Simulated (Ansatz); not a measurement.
# CdInCl3 (model cell, started as cubic perovskite with Cd in the octahedra): a soft mode frozen in, part 2 of 2

Which phase does CdInCl3 (model cell, started as cubic perovskite with Cd in the octahedra) fall into along its unstable mode, and how much energy does it gain?

Ansatz 0.2.0; DFT PBEsol, scalar-relativistic, plane waves, PAW; PAW set soft_1.

So far. Step 5 (Energy along the mode, all amplitudes (two of the runs …): The lowest of the steps tried is the last one, at 0.6 Å, 24.5 meV/atom below the parent; the bottom of the well need not coincide with a step. Step 7 (The new phase in its own primitive cell): The largest force component left is 0.46 meV/Å and the pressure is -0.002 GPa, within the tolerances set. The cell now holds 26.29 Å³/atom. The relaxed cell has a, b, c = 7.147, 9.981, 7.372 Å (conventional setting).

The structure was built from a prototype and need not be the compound's stable phase.

## Step 8: Modes of the new phase

A relaxed structure may still be a saddle point, so its zone-centre modes are computed. The response to a homogeneous field gives the Born charges and the dielectric tensor.

input.yaml reads:

```yaml
crystal:
  lattice:
    - [-3.5733330105, 4.9905401262, 3.6858521974]
    - [3.5733330105, -4.9905401262, 3.6858521974]
    - [3.5733330105, 4.9905401262, -3.6858521974]
  atoms:
    - { symbol: In, position: [0.7712407335, 0.0212407335, 0.75] }
    - { symbol: In, position: [0.2287592665, 0.9787592665, 0.25] }
    - { symbol: Cd, position: [0.0, 0.5, 0.5] }
    - { symbol: Cd, position: [0.5, 0.5, 0.0] }
    - { symbol: Cl, position: [0.3389323593, 0.5889323593, 0.75] }
    - { symbol: Cl, position: [0.6610676407, 0.4110676407, 0.25] }
    - { symbol: Cl, position: [0.8020433168, 0.5, 0.8020433168] }
    - { symbol: Cl, position: [0.1979566832, 0.5, 0.1979566832] }
    - { symbol: Cl, position: [0.1979566832, 0.0, 0.6979566832] }
    - { symbol: Cl, position: [0.8020433168, 0.0, 0.3020433168] }
kpoints:
  mp_grid: { grid: [6, 6, 6] }
hamiltonian:
  xc: pbesol
  pseudopotentials: { kind: paw, azcp: { folder: soft_1 }, xc_functional: pbe }
scf:
  occupations: { method: fixed }
output:
  eigenvalues: true
phonons:
  method: dfpt
  dielectric: true
  rigid_motions: translations
```

The run is started by

```
$ ansatz run input.yaml --threads 4 --pin off --max-ram 16384MiB --backend cpu --events-out ev --progress --plain --runs-dir out
```

Elapsed: 16 min, on 4 threads of Arm Neoverse V2, shared host; peak memory 7.1 GiB; 64 min of CPU time.

This step gave:

```yaml
sum_rule_residual_before_enforcement: 6.97e-5 eV/Å²
miss_of_the_charge_sum_rule: 0.01855 e
estimated_error_of_the_dielectric_tensor: 0.01189
estimated_error_of_the_born_charges: 0.03763 e
point_group: mmm
highest_optical_mode_at_the_zone_centre_no_lo_to_term: 278.6 cm⁻¹
lowest_optical_zone_centre_mode: -21.38 cm⁻¹
mean_high_frequency_dielectric_constant: 4.503
largest_born_charge_third_of_the_trace: 2.703 e
top_of_the_zone_centre_spectrum_with_the_field: 278.6 cm⁻¹
```

Without the LO-TO term. Patterns of degenerate modes are one choice out of their space. Modes at Γ, with each element's share of the kinetic energy (negative means imaginary):

| mode | frequency (cm⁻¹) | symmetry | In % | Cd % | Cl % |
| --- | --- | --- | --- | --- | --- |
| 1 | -21.4 | B3u | 41 | 1 | 58 |
| 2 | 0.0 | acoustic | 34 | 34 | 32 |
| 3 | 0.0 | acoustic | 34 | 34 | 32 |
| 4 | 0.0 | acoustic | 34 | 34 | 32 |
| 5 | 8.3 | B2g | 49 | 0 | 51 |
| 6 | 39.8 | B3g | 100 | 0 | 0 |
| 7 | 45.3 | B2u | 55 | 38 | 7 |
| 8 | 51.4 | B1u | 57 | 37 | 6 |
| 9 | 51.9 | B3u | 17 | 54 | 29 |
| 10 | 54.3 | Ag | 100 | 0 | 0 |
| 11 | 54.8 | B2g | 51 | 0 | 49 |
| 12 | 59.6 | B1g | 0 | 0 | 100 |
| 13 | 72.4 | B3u | 7 | 1 | 92 |
| 14 | 77.3 | B1u | 8 | 31 | 61 |
| 15 | 79.8 | B2u | 9 | 23 | 68 |
| 16 | 89.2 | Au | 0 | 16 | 84 |
| 17 | 99.4 | B3g | 0 | 0 | 100 |
| 18 | 100.3 | Ag | 0 | 0 | 100 |
| 19 | 103.2 | B2g | 0 | 0 | 100 |
| 20 | 110.0 | B1u | 0 | 24 | 75 |
| 21 | 123.2 | Au | 0 | 84 | 16 |
| 22 | 126.5 | Ag | 0 | 0 | 100 |
| 23 | 131.5 | B2u | 1 | 92 | 6 |
| 24 | 139.1 | B1g | 0 | 0 | 100 |
| 25 | 141.7 | B3g | 0 | 0 | 100 |
| 26 | 149.0 | B1u | 0 | 64 | 36 |
| 27 | 214.7 | B3u | 0 | 11 | 89 |
| 28 | 236.8 | B1u | 0 | 10 | 90 |
| 29 | 241.9 | B2u | 0 | 13 | 87 |
| 30 | 278.6 | B3g | 0 | 0 | 100 |

Displacements in mode 1 (-21.4 cm⁻¹), the largest set to 1:
```
In1 -0.48  0.00  0.00
In2 -0.48  0.00  0.00
Cd3  0.07  0.00  0.00
Cd4  0.07  0.00  0.00
Cl5  1.00  0.00  0.00
Cl6  1.00  0.00  0.00
Cl7  0.17  0.00 -0.07
Cl8  0.17  0.00 -0.07
Cl9  0.17  0.00  0.07
Cl10 0.17  0.00  0.07
```

Displacements in mode 16 (89.2 cm⁻¹), the largest set to 1:
```
In1  0.00  0.00  0.00
In2  0.00  0.00  0.00
Cd3  0.35  0.00  0.00
Cd4 -0.35  0.00  0.00
Cl5  0.00  0.00  0.00
Cl6  0.00  0.00  0.00
Cl7  0.00  1.00  0.00
Cl8  0.00  1.00  0.00
Cl9  0.00 -1.00  0.00
Cl10 0.00 -1.00  0.00
```

Optical modes at the zone centre, without and with the macroscopic field of the longitudinal modes; each column is sorted by frequency, so a row need not hold one and the same mode. Modes with and without the field, by row:

| rank among optical modes | no field (cm⁻¹) | q along (1, 0, 0) (cm⁻¹) | q along (0, 1, 0) (cm⁻¹) | q along (0, 0, 1) (cm⁻¹) |
| --- | --- | --- | --- | --- |
| 1 | -21.4 | 8.3 | -21.4 | -21.4 |
| 2 | 8.3 | 34.4 | 8.3 | 8.3 |
| 3 | 39.8 | 39.8 | 39.8 | 39.8 |
| 4 | 45.3 | 45.3 | 46.8 | 45.3 |
| 5 | 51.4 | 51.4 | 51.4 | 51.9 |
| 6 | 51.9 | 54.3 | 51.9 | 52.7 |
| 7 | 54.3 | 54.8 | 54.3 | 54.3 |
| 8 | 54.8 | 59.6 | 54.8 | 54.8 |
| 9 | 59.6 | 61.8 | 59.6 | 59.6 |
| 10 | 72.4 | 77.3 | 72.4 | 72.4 |
| 11 | 77.3 | 79.8 | 77.3 | 79.8 |
| 12 | 79.8 | 89.2 | 89.2 | 89.2 |
| 13 | 89.2 | 99.4 | 99.4 | 99.4 |
| 14 | 99.4 | 100.3 | 100.3 | 100.3 |
| 15 | 100.3 | 103.2 | 103.2 | 103.2 |
| 16 | 103.2 | 110 | 110 | 106.8 |
| 17 | 110 | 123.2 | 117 | 123.2 |
| 18 | 123.2 | 124.9 | 123.2 | 126.5 |
| 19 | 126.5 | 126.5 | 126.5 | 131.5 |
| 20 | 131.5 | 131.5 | 139.1 | 131.8 |
| 21 | 139.1 | 139.1 | 141.7 | 139.1 |
| 22 | 141.7 | 141.7 | 149 | 141.7 |
| 23 | 149 | 149 | 150.2 | 168.3 |
| 24 | 214.7 | 236.8 | 214.7 | 214.7 |
| 25 | 236.8 | 241.9 | 236.8 | 241.9 |
| 26 | 241.9 | 242.7 | 266.1 | 257.8 |
| 27 | 278.6 | 278.6 | 278.6 | 278.6 |

Born charge (rows field, columns displacement) (e), principal values of the symmetric part by kind of site:

```csv
atom,atoms with these values,low,middle,high,mean
In1,2,1.73,1.99,2.19,1.97
Cd3,2,2.59,2.63,2.89,2.70
Cl5,2,-1.99,-1.47,-1.08,-1.51
Cl7,4,-1.99,-1.49,-1.26,-1.58
```

In full for Cl7:

```
-1.77  0.00  0.25
 0.00 -1.26  0.00
 0.25  0.00 -1.71
```

High-frequency dielectric tensor:

```
4.46 0.00 0.00
0.00 4.45 0.00
0.00 0.00 4.60
```

Transverse modes; imaginary modes are left out. Lines of the infrared spectrum (strongest = 100):

```
position (cm⁻¹)  relative intensity
              8                 0.0
             40                 0.0
             45                 3.7
             51                 5.2
             52                  21
             54                 0.0
             55                 0.0
             60                 0.0
             72                  33
             77                 100
             80                  77
             89                 0.0
             99                 0.0
            100                 0.0
            103                 0.0
            110                 7.2
            123                 0.0
            126                 0.0
            132                  13
            139                 0.0
            142                 0.0
            149                  16
            215                  54
            237                  41
            242                  55
            279                 0.0
```

Before it was imposed, the acoustic sum rule was missed by 7.0e-5 eV/Å² and the charge sum rule by 0.019 e. Small misses are needed for a sound result but don't prove that mesh and cutoff are converged. The lowest optical mode is imaginary, 21.4i cm⁻¹, so the energy falls along it.

## Step 9: The phases reached

The phases reached along the modes that were followed are set side by side.

Energies are those of the first relaxation, on the mesh of the frozen mode; space group, volume and gap are those of the last relaxation. Phases, by row:

```csv
mode frozen in,space group,energy from parent (meV/atom),volume (Å³/atom),gap on mesh (eV),lowest zone-centre optical mode (cm⁻¹),largest shift (Å)
parent,Pm-3m,0,26.9,1.788,–,–
"q = (0, -0.5, -0.5), 72i cm⁻¹",P4/mbm,-29.3,26.15,1.601,-27.3,0.672
"q = (-0.5, -0.5, -0.5), 71i cm⁻¹",I4/mcm,-29.2,26.15,1.629,-39.4,0.673
"q = (-0.5, -0.5, -0.5), 71i cm⁻¹",R-3c,-27.98,26.28,1.702,-37,0.541
"q = (-0.5, -0.5, -0.5), 71i cm⁻¹",Imma,-32,26.29,1.593,-21.4,0.656
```

## Step 10: What came out

```json
{
 "unstable mode of the parent": "q = (-0.5, -0.5, -0.5), 71i cm⁻¹",
 "depth at the lowest point sampled": "24.5 meV/atom",
 "largest atomic shift at that point": "0.6 Å",
 "space group reached (within 0.01 Å)": "Imma",
 "energy gained over the parent (first relaxation, on the mesh of the frozen mode)": "32.0 meV/atom",
 "volume per atom, phase reached": "26.3 Å³",
 "gap on the k-mesh, phase reached": "1.59 eV",
 "lowest optical zone-centre mode, phase reached": "-21.4 cm⁻¹",
 "highest optical mode at the zone centre (no LO-TO term), phase reached": "279 cm⁻¹"
}
```

Along this mode the structure falls into Imma, 32.0 meV/atom below the parent. At the parent's cell the well is 24.49 meV/atom deep on the steps tried, with its lowest point at a shift of 0.6 Å. That is the last step tried, so the steps alone don't bracket the bottom of the well. Relaxing atoms and cell changes the gain by +7.51 meV/atom against the lowest step (energies at zero smearing). The new phase still has an imaginary mode at the zone centre of its cell, so it is a saddle point on the way to a lower structure. Of the 4 patterns followed to their end from this parent, this one reaches the lowest energy. Each path keeps the symmetry of its pattern, so a lower phase may lie along a pattern not tried. The PAW files were made for PBE and serve the other functionals too. The starting cell was built on a prototype and not taken from a measurement, so the phase need not exist.

[Logs are printed without paths, hosts, clocks, repeated set-up lines and the standing remarks that a program may print on its own settings, such as how far it seeks lower states.]

[Hosts, paths, dates, database ids (printed as entryN), source tags and the programs' standing remarks are cut or masked in the printed files.]
